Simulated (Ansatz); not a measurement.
# V_Mg-F_O in MgO (Fm-3m): charge-transition levels and formation energies

Charge states of V_Mg-F_O in MgO (Fm-3m), set against the band edges. Model: a cell of 54 host atoms with 1 site emptied and F put on another atom's site.

Calculated with Ansatz 0.2.0; place-levels on r2SCAN runs: charge-transition levels and formation energies with image-charge correction and potential alignment at the atomic sites; PAW set soft_1.

The experiments to compare with:

For MgO, rocksalt (bulk crystal), “Electronic structure of alkaline earth and post-transition metal oxides” (2009, arxiv:0908.1581) quotes earlier work: band gap (literature experimental gap) 7.83 eV [Literature value based on experiment; other listed experimental values range from 7.7 to …].

## (1) The structure

The cell holds 53 atoms: 26 Mg, 26 O and 1 F. Cell: a = 8.925 Å, b = 8.925 Å, c = 8.925 Å, α = 60.0°, β = 60.0°, γ = 60.0°. It derives from MgO (space group Fm-3m). Nearest the centre at fractional (0.583, 0.583, 0.417): F28 at 1.05 Å, Mg33 at 2.35 Å, Mg45 at 2.35 Å, O32 at 2.35 Å, Mg35 at 2.35 Å, Mg47 at 2.35 Å, O44 at 2.35 Å, O34 at 2.35 Å.

Structure file:

```xyz
53
Lattice="0.0000 6.3112 6.3112 6.3112 0.0000 6.3112 6.3112 6.3112 0.0000" Properties=species:S:1:pos:R:3 pbc="T T T"
Mg    0.0000    0.0000    0.0000
O     2.1037    2.1037    2.1037
Mg    2.1037    2.1037    0.0000
O     4.2075    4.2075    2.1037
Mg    4.2075    4.2075    0.0000
O     6.3112    6.3112    2.1037
Mg    2.1037    0.0000    2.1037
O     4.2075    2.1037    4.2075
Mg    4.2075    2.1037    2.1037
O     6.3112    4.2075    4.2075
Mg    6.3112    4.2075    2.1037
O     8.4150    6.3112    4.2075
Mg    4.2075    0.0000    4.2075
O     6.3112    2.1037    6.3112
Mg    6.3112    2.1037    4.2075
O     8.4150    4.2075    6.3112
Mg    8.4150    4.2075    4.2075
O    10.5187    6.3112    6.3112
Mg    0.0000    2.1037    2.1037
O     2.1037    4.2075    4.2075
Mg    2.1037    4.2075    2.1037
O     4.2075    6.3112    4.2075
Mg    4.2075    6.3112    2.1037
O     6.3112    8.4150    4.2075
Mg    2.1037    2.1037    4.2075
O     4.2075    4.2075    6.3112
Mg    4.2075    4.2075    4.2075
F     6.3112    6.3112    6.3112
Mg    6.3112    6.3112    4.2075
O     8.4150    8.4150    6.3112
Mg    4.2075    2.1037    6.3112
O     6.3112    4.2075    8.4150
Mg    6.3112    4.2075    6.3112
O     8.4150    6.3112    8.4150
Mg    8.4150    6.3112    6.3112
O    10.5187    8.4150    8.4150
Mg    0.0000    4.2075    4.2075
O     2.1037    6.3112    6.3112
Mg    2.1037    6.3112    4.2075
O     4.2075    8.4150    6.3112
Mg    4.2075    8.4150    4.2075
O     6.3112   10.5187    6.3112
Mg    2.1037    4.2075    6.3112
O     4.2075    6.3112    8.4150
Mg    4.2075    6.3112    6.3112
O     6.3112    8.4150    8.4150
Mg    6.3112    8.4150    6.3112
O     8.4150   10.5187    8.4150
Mg    4.2075    4.2075    8.4150
O     6.3112    6.3112   10.5187
O     8.4150    8.4150   10.5187
Mg    8.4150    8.4150    8.4150
O    10.5187   10.5187   10.5187
```

Known beforehand: the electronic dielectric constant, 3.24, and the static one, 10.37, from a response run on this crystal (DFPT, PBEsol) at that run's own cell.

The cell's shortest repeat is 8.9 Å.

## (2) The runs of each charge state

A transition level is the Fermi level at which two charge states cost the same, so each charge needs its own total energy, at its own relaxed structure.

Each atom starts 0.05 Å or so off its site in a random direction: a symmetric start keeps its symmetry, and would miss off-centre moves and Jahn–Teller distortions. Forces are taken at one point at (¼, ¼, ¼). The cell holds 2 electrons more than the neutral one, with a uniform background that keeps it neutral on the whole. The electron count is odd, so at least one spin is unpaired; this run locks the moment at 1 μB.

The sampling was tested on the host first: at the k-points planned (1x1x1 shifted 0.25 0.25 0.25) its energy lies 0.020 eV an atom from the dense-mesh value, under the bound of 0.02 eV set for this test; that bounds the host's error, not the defect's.

One of the inputs; charge, spin and start change from state to state.

The input, qm2_M1.relax/input.yaml:

```yaml
crystal:
  lattice:
    - [0.0, 2.10374764, 2.10374764]
    - [2.10374764, 0.0, 2.10374764]
    - [2.10374764, 2.10374764, 0.0]
  atoms:
    - { symbol: Mg, position: [0.0, 0.0, 0.0] }
    - { symbol: O, position: [0.5, 0.5, 0.5] }
  supercell: [3, 3, 3]
  defects: [{ vacancy: 50 }, { substitution: { at: 27, symbol: F } }]
total_charge: -2
basis:
  ecutwfc: 500
  xc_grid: 2
hamiltonian:
  xc: r2scan
  pseudopotentials: { kind: paw, azcp: { folder: soft_1 } }
kpoints:
  mp_grid: { grid: [1, 1, 1], shift: [0.25, 0.25, 0.25] }
magnetization:
  spin_polarized: true
  initial_magnetization: 1
  spin_locking: { lock_magnetization: hard }
scf:
  occupations: { method: fixed }
  max_iter: 100
output:
  forces: true
  charged_corrections:
    epsilon: 3.24
    static_epsilon: 10.37
    defect_position: [0.583333, 0.583333, 0.416667]
relax:
  f_tol: 0.02
  max_steps: 80
  random_displacement: { amplitude: 0.05, seed: 8873 }
checkpoint:
  write: "../qm2_M1.relax.run"
  compress: false
  write_wavefunctions: true
  write_every: 100000
```

Launch:

```
$ ansatz run input.yaml --threads 8 --pin off --max-ram 15073MiB --backend cpu --events-out ev --progress --plain --runs-dir out
```

Defect states can disperse in a cell of this size, so the energy is taken again at a 2×2×2 shifted mesh, on the relaxed structure.

The run of this state that the levels use, under r2SCAN:

The input, qm2_M1.point/input.yaml:

```yaml
crystal:
  checkpoint: "../qm2_M1.relax.run"
  host: checkpoint
total_charge: -2
basis:
  ecutwfc: 500
  xc_grid: 2
hamiltonian:
  xc: r2scan
  pseudopotentials: { kind: paw, azcp: { folder: soft_1 } }
kpoints:
  mp_grid: { grid: [2, 2, 2], shift: [0.5, 0.5, 0.5] }
magnetization:
  spin_polarized: true
  initial_magnetization: 1
  spin_locking: { lock_magnetization: hard }
scf:
  occupations: { method: fermi_dirac, width: 0.01 }
  max_iter: 100
output:
  forces: true
  eigenvalues: true
  charged_corrections:
    epsilon: 3.24
    static_epsilon: 10.37
    defect_position: [0.583333, 0.583333, 0.416667]
  eigenstates: { localisation: true }
  populations: true
  efg: {}
  band_densities: [{ bands: [v1, v1] }, { bands: [c1, c1] }]
  write_density: true
  write_potential: true
  volumetric_format: npy
  elf: true
checkpoint:
  read: "../qm2_M1.relax.run"
  write: "../qm2_M1.point.run"
  compress: false
  write_wavefunctions: false
  write_every: 100000
```

Relaxations under r2SCAN at one point at (¼, ¼, ¼); times on 8 threads of Arm Neoverse V1, shared host:

```
charge  moment (μB)  occupations        outcome  steps  largest displacement against the far atoms (Å)     time
    −2            1        fixed      converged      5                                            0.13     83 s
    −1            0        fixed      converged      6                                            0.13     43 s
    −1            2        fixed      converged      8                                            0.13  3.1 min
     0            1        fixed      converged      8                                            0.13  3.6 min
    +1            0        fixed  not converged      -                                               -     51 s
    +1            0  fermi-dirac      converged      6                                            0.12     73 s
    +1            2        fixed      converged      6                                            0.11  2.1 min
```

Single points under r2SCAN at a 2×2×2 shifted mesh; times on 8 threads of Arm Neoverse V1, shared host:

```
charge  moment (μB)  occupations    outcome     time
    −2            1  fermi-dirac  converged     93 s
    −1            0  fermi-dirac  converged     35 s
    −1            2  fermi-dirac  converged  2.7 min
     0            1  fermi-dirac  converged  1.8 min
    +1            0  fermi-dirac  converged     51 s
    +1            2  fermi-dirac  converged  1.7 min
```

Distances (Å) from the ideal centre to the nearest atoms after relaxation with r2SCAN:

```
charge  moment (μB)      1.       2.       3.       4.       5.      6.
    −2            1  F 1.15  Mg 2.39  Mg 2.39  Mg 2.40  Mg 2.40  O 2.46
    −1            0  F 1.16  Mg 2.40  Mg 2.40  Mg 2.40  Mg 2.40  O 2.45
    −1            2  F 1.15  Mg 2.39  Mg 2.39  Mg 2.39  Mg 2.39  O 2.45
     0            1  F 1.15  Mg 2.39  Mg 2.39  Mg 2.39  Mg 2.39  O 2.45
    +1            0  F 1.16  Mg 2.39  Mg 2.39  Mg 2.39  Mg 2.39  O 2.45
    +1            2  F 1.16  Mg 2.39  Mg 2.39  Mg 2.40  Mg 2.40  O 2.44
```

## (3) place-levels, r2SCAN

A charged cell interacts with its images and the background, and its potential has another zero than the host's. place-levels removes the first by a point-charge model, screened by the static dielectric constant since the ions have relaxed around the charge, and the second by comparing potentials at atoms far from the defect.

The host is a run of the defect-free crystal in the same cutoffs, grids and k-points, so that basis and sampling errors cancel in part in the differences. The host is run in a cell of 2 atoms on a matching mesh. Its band edges are searched through the zone by a band path, so the gap is smaller than, or equal to, that on the mesh. Chemical potentials are energies per atom of Mg (hcp), O (O2 molecule) and F (F2 molecule), run with the same functional and cutoff.

The input, levels.point.yaml:

```yaml
host:
  run: host.point.run
states: [qm2_M1.point.run, qm1.point.run, qm1_M2.point.run, q0_M1.point.run, qp1.point.run, qp1_M2.point.run]
geometry_from:
  qm2_M1.point.run: qm2_M1.relax.run
  qm1.point.run: qm1.relax.run
  qm1_M2.point.run: qm1_M2.relax.run
  q0_M1.point.run: q0_M1.relax.run
  qp1.point.run: qp1.relax_smeared.run
  qp1_M2.point.run: qp1_M2.relax.run
chemical_potentials:
  Mg:
    energy: -1926.407918
    dataset: "<sha256 of the dataset>"
  O:
    energy: -565.989614
    dataset: <sha256 of the dataset>
  F:
    energy: -806.862156
    dataset: "<sha256 of the dataset>"
epsilon: 3.24
static_epsilon: 10.37
vertical:
  - { from: qm2_M1.point.run, to: qm2_M1.point_neutral.run }
  - { from: qm1.point.run, to: qm1.point_neutral.run }
  - { from: qm1_M2.point.run, to: qm1_M2.point_neutral.run }
  - { from: qp1.point.run, to: qp1.point_neutral.run }
  - { from: qp1_M2.point.run, to: qp1_M2.point_neutral.run }
```

Launch:

```
$ ansatz place-levels levels.point.yaml -- --threads 8 --pin off --max-ram 15073MiB
```

Numbers of over 12 decimals in the logs are rounded to 6 here.

What it wrote:

```text
[... repeated set-up lines and file paths are left out, and long positions are rounded to six places ...]
(+1/0) 0.000 eV above the valence edge (-0.077 eV without the band-filling correction), 5.678 eV under the conduction edge
(0/-1) 0.375 eV above the valence edge, 5.303 eV under the conduction edge
(-1/-2) 5.718 eV above the valence edge (+7.250 eV without the band-filling correction), in the conduction band
formation energy of charge +1: +5.737 eV with the Fermi level at the valence edge
formation energy of charge 0: +5.737 eV with the Fermi level at the valence edge
[...]
vertical[3].to (qp1.point_neutral.run): levels filled in part (TS 0.005 eV): its energy is of no whole electron's
  of vertical[3].to (qp1.point_neutral.run): stability_check_not_made
  vertical[4].from (qp1_M2.point.run): levels filled in part (TS 0.006 eV): its energy is of no whole electron's
  of vertical[4].from (qp1_M2.point.run): stability_check_not_made; [...]
  vertical[4].to (qp1_M2.point_neutral.run): levels filled in part (TS 0.005 eV): its energy is of no whole electron's
  of vertical[4].to (qp1_M2.point_neutral.run): it set out from the moments of a save, which an earlier run chose (saved_moments_taken); stability_check_not_made
```

Wall time 0.72 s (8 threads of Arm Neoverse V1, shared host).

Levels between the charges placed, in eV above the valence top:

```
        gap (eV)  (+1/0)  (0/−1)  (−1/−2)
r2SCAN      5.68    0.00    0.38     5.72
```

Corrections by state:

```
charge  moment (μB)  image terms and alignment (eV)  band filling (eV)  ε used  over the lowest of its charge, as the program ranks them, band filling apart (eV)
    +1          2.0                          -0.269             -0.077   10.37                                                                              0.000
     0          1.0                           0.000                  -       -                                                                              0.000
    −1          0.0                           0.589                  -   10.37                                                                              0.000
    −2          1.0                           1.519             -1.532   10.37                                                                              0.000
    +1          0.0                          -0.295                  -   10.37                                                                              0.121
    −1          2.0                           0.590                  -   10.37                                                                              6.542
```

The charged structures listed were also run neutral, and place-levels reads from each pair, by the potential or the spins, how wide the charge is by which they differ; that can be the carrier of either run.

```
charge  rms radius (Å)  spread where it is widest against the cell (Å)  wide from (Å)  reading
    +1             3.5                                            2.04           1.26     wide
    −1             3.4                                            1.99           1.26     wide
    −2             4.3                                            2.54           1.26     wide
```

The neutral runs of these pairs need not share the spin of the lowest neutral state, and very wide values only mean spread over the cell.

From the program's caveats on the states, each cut to its opening words:

- charge +1 (2 μB), −1: it parts from the run at its places by a charge that spreads by about 2 Å along one vector (1.3 Å or more is wide), by its potential at epsilon 3.24, taken for [...]
- charge +1 (2 μB): a band-filling correction moves a carrier to the host's band edge, which changes its energy by -0.077 eV
- charge +1 (2 μB), 0 (1 μB), −1, −2 (1 μB), +1, −1 (2 μB): its alignment with the host at atomic sites is doubtful: the cell is too small to show whether the defect's potential has decayed: take a larger one
- charge +1 (2 μB), 0 (1 μB), −2 (1 μB), −1 (2 μB): flagged: stability check not made
- charge 0 (1 μB): the far atoms show a dipole or second moment of the defect's charge, for which the correction takes or leaves out 1.157 eV: further moments aren't read, and [...]
- charge −1: the far atoms show a dipole or second moment of the defect's charge, for which the correction takes or leaves out 2.929 eV: further moments aren't read, and [...]
- charge −2 (1 μB): it parts from the run at its places by a charge that spreads by about 2.5 Å along one vector (1.3 Å or more is wide), by its potential at epsilon 3.24, taken [...]
- charge −2 (1 μB): a band-filling correction moves a carrier to the host's band edge, which changes its energy by -1.532 eV
- charge −2 (1 μB): the far atoms show a dipole or second moment of the defect's charge, for which the correction takes or leaves out 2.464 eV: further moments aren't read, and [...]
- charge −2 (1 μB): its moments are held at its close (magnetization.spin_locking), by a field of 0.408 eV a Bohr magneton, and its energy and levels are of the state that this [...]
- charge +1: how wide its charge is, is not read beside other atoms or cores, and a band state would take no correction
- charge +1: the far atoms show a dipole or second moment of the defect's charge, for which the correction takes or leaves out 0.748 eV: further moments aren't read, and [...]
- charge −1 (2 μB): it parts from the run at its places by a charge that spreads by about 2.4 Å along one vector (1.3 Å or more is wide), by its potential at epsilon 3.24, taken [...]
- charge −1 (2 μB): the far atoms show a dipole or second moment of the defect's charge, for which the correction takes or leaves out 1.037 eV: further moments aren't read, and [...]

The host's formation energy from the elements is -2.963 eV per atom; it sets how far the chemical potentials can move.

Limit set by the element alone; other compounds of these elements are not counted. Chemical potentials from the elements' reference states: Mg 0.00 eV, O -5.93 eV, F 0.00 eV. Formation energy by charge state (Mg-rich; gap 5.68 eV):

```
charge  at valence top (eV)  at conduction bottom (eV)  correction included (eV)
    +1                -0.19                       5.49                     -0.35
     0                -0.19                      -0.19                      0.00
    −1                 0.19                      -5.49                      0.59
    −2                 5.91                      -5.45                     -0.01
```

```json
{"Fermi level (eV)": "0.00", "lowest formation energy (eV)": "-0.19"}
{"Fermi level (eV)": "0.52", "lowest formation energy (eV)": "-0.33"}
{"Fermi level (eV)": "1.03", "lowest formation energy (eV)": "-0.84"}
{"Fermi level (eV)": "1.55", "lowest formation energy (eV)": "-1.36"}
{"Fermi level (eV)": "2.06", "lowest formation energy (eV)": "-1.88"}
{"Fermi level (eV)": "2.58", "lowest formation energy (eV)": "-2.39"}
{"Fermi level (eV)": "3.10", "lowest formation energy (eV)": "-2.91"}
{"Fermi level (eV)": "3.61", "lowest formation energy (eV)": "-3.43"}
{"Fermi level (eV)": "4.13", "lowest formation energy (eV)": "-3.94"}
{"Fermi level (eV)": "4.65", "lowest formation energy (eV)": "-4.46"}
{"Fermi level (eV)": "5.16", "lowest formation energy (eV)": "-4.97"}
{"Fermi level (eV)": "5.68", "lowest formation energy (eV)": "-5.49"}
```

Limit set by the element alone; other compounds of these elements are not counted. Chemical potentials from the elements' reference states: O 0.00 eV, Mg -5.93 eV, F 0.00 eV. Formation energies (O-rich), with the Fermi level at the valence top and at the conduction bottom (gap 5.68 eV):

```
charge  at valence top (eV)  at conduction bottom (eV)  correction included (eV)
    +1                -0.19                       5.49                     -0.35
     0                -0.19                      -0.19                      0.00
    −1                 0.19                      -5.49                      0.59
    −2                 5.91                      -5.45                     -0.01
```

(Fermi level (eV), lowest formation energy (eV)): (0.00, -0.19), (0.52, -0.33), (1.03, -0.84), (1.55, -1.36), (2.06, -1.88), (2.58, -2.39), (3.10, -2.91), (3.61, -3.43), (4.13, -3.94), (4.65, -4.46), (5.16, -4.97), (5.68, -5.49)

## (4) Outcome

| Item | Value |
| --- | --- |
| gap of the host | 5.68 eV (r2SCAN) |
| level (plus 1/0) | 0.00 eV above the valence top (-0.08 eV above the valence top without the band-filling term) |
| level (0/minus 1) | 0.38 eV above the valence top |
| level (minus 1/minus 2) | 5.72 eV above the valence top, past the conduction bottom (7.25 eV above the valence top without the band-filling term) |
| lowest of the charges placed, just above the valence top (0.02 eV) | 0 |
| lowest of the charges placed, just below the conduction bottom (0.02 eV) | −1 |
| lowest formation energy at mid-gap of the charges run, Mg-rich | -2.65 eV |
| lowest formation energy at mid-gap of the charges run, O-rich | -2.65 eV |

**Reading.** Of the charges placed (−2, −1, 0 and +1), the lowest changes at 0.38 eV (0/−1) above the valence top, in a gap of 5.68 eV. (0/−1) lies nearer to a band edge than the share of the finite-size correction in it (0.59 eV), and that correction holds for a localised charge alone. States placed: +1 at 2 μB and 0 μB; 0 at 1 μB; −1 at 0 μB and 2 μB; −2 at 1 μB. Other spin states or structures, where not listed, weren't placed. The program finds carriers beyond a band edge of the host and adds a band-filling term at charge −2 (-1.53 eV) and +1 (-0.08 eV); steps to such a charge show no bound level, and a defect level inside a band would be read the same way. Corrections reach 1.5 eV, so the cell is small for these charges and their levels are rough. F is taken at its element; compounds, which aren't counted here, bound the chemical potentials and would shift these formation energies. The lowest formation energy (Mg-rich and O-rich) is negative across the gap, so the defect would form by itself: these chemical potentials lie beyond what competing compounds allow, or the host is unstable against it. The program doubts the alignment of potentials for at least one state, a sign that the cell is small. Limits: the images are only 8.9 Å apart; r2SCAN makes the gap too small and tends to spread out bound carriers; where a gas molecule sets a chemical potential or the host's formation energy, its binding is uncorrected; force components of up to 0.15 eV/Å remain in a run at the final settings.

Calculation against experiment:

```
                             quantity  measured           r2SCAN
band gap (least gap of the host) (eV)      7.83  5.68 (-2.15 eV)
```

Measured values from arxiv:0908.1581 (2009).

**Verdict.** The band gap is off by -2.15 eV: a clear miss. Local and semilocal functionals usually give gaps below the measured ones. Zero-point and thermal motion shift the measured gap.

[Logs are printed without paths, hosts, clocks, repeated set-up lines and the standing remarks that a program may print on its own settings, such as how far it seeks lower states.]

[Hosts, paths, dates, database ids (printed as entryN), source tags and the programs' standing remarks are cut or masked in the printed files.]

[Where a table of states has a column of steps, it counts the stored structures, which are thinned; the runs took as many ionic steps or more.]

[A defect's name tells the site on which it was built; relaxed atoms can leave that site.]

[For some hosts the program warned that the k-mesh of the response run may be too coarse for force constants and the static dielectric constant; such warnings are not shown here.]
